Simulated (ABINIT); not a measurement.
Planning a run of ABINIT 10.8.3 on PbF2 (Fluorocronite). The input:

```
acell 3*1.0 Angstrom
rprim 
  -0.000000000000 2.963660000000 2.963660000000
  2.963660000000 0.000000000000 2.963660000000
  2.963660000000 2.963660000000 -0.000000000000
ntypat 2
znucl 82 9
natom 3
typat 1 2 2
xred 
  0.000000000000 0.000000000000 0.000000000000
  0.250000000000 0.250000000000 0.250000000000
  0.750000000000 0.750000000000 0.750000000000
pp_dirpath "pseudos"
pseudos "Pb.upf, F.upf"
ecut 36
ngkpt 4 4 4
nshiftk 1
shiftk 0 0 0
kptopt 1
chksymbreak 0
istwfk *1
occopt 1
irdwfk 1
optdriver 4
nband 57
gwcalctyp 28
ecutsigx 36
symsigma 0
nkptgw 8
kptgw 
  0.0000000000 0.0000000000 0.0000000000
  0.2500000000 0.0000000000 0.0000000000
  0.5000000000 0.0000000000 0.0000000000
  0.2500000000 0.2500000000 0.0000000000
  0.5000000000 0.2500000000 0.0000000000
  -0.2500000000 0.2500000000 0.0000000000
  0.5000000000 0.5000000000 0.0000000000
  -0.2500000000 0.5000000000 0.2500000000
bdgw 
  12 27
  12 27
  12 27
  12 27
  12 27
  12 27
  12 27
  12 27
ecuteps 4
irdscr 1
ppmodel 1
irdqps 1
rhoqpmix 0.3
indata_prefix "in"
outdata_prefix "out"
tmpdata_prefix "tmp"
```

The database entry behind the starting cell differs from later determinations by our own check (0.1 to 0.3 % short, probably kX units), so it need not match the best structure at ambient conditions.

```sh
OMP_NUM_THREADS=1 mpirun -n 4 abinit run.abi > log
```

Q: How long will it take on 4 MPI ranks of Arm Neoverse V1, shared host, and how much memory?

It took 2.1 min; on shared hardware allow 64 s to 4.3 min. Peak host memory was 1.5 GiB.

[Paths, hosts, dates, memory and timing lines, banners, echoed tables and standing remarks are left out of the program output.]

[Logs are printed without paths, hosts, clocks, repeated set-up lines and the standing remarks that a program may print on its own settings, such as how far it seeks lower states.]

[Runs of the session that timed out or met a known fault of the program may be left out.]

[Hosts, paths, dates, database ids (printed as entryN), source tags and the programs' standing remarks are cut or masked in the printed files.]

[G0W0 gaps are taken among the corrected bands and points alone; a level outside them can change the order at an edge.]

[Where Ansatz stands beside ABINIT at settings called matched, ABINIT's density can come from a denser mesh and the files from another edition; pairs whose starting gaps differed by over 0.03 eV were left out, so agreement reads better than it is.]
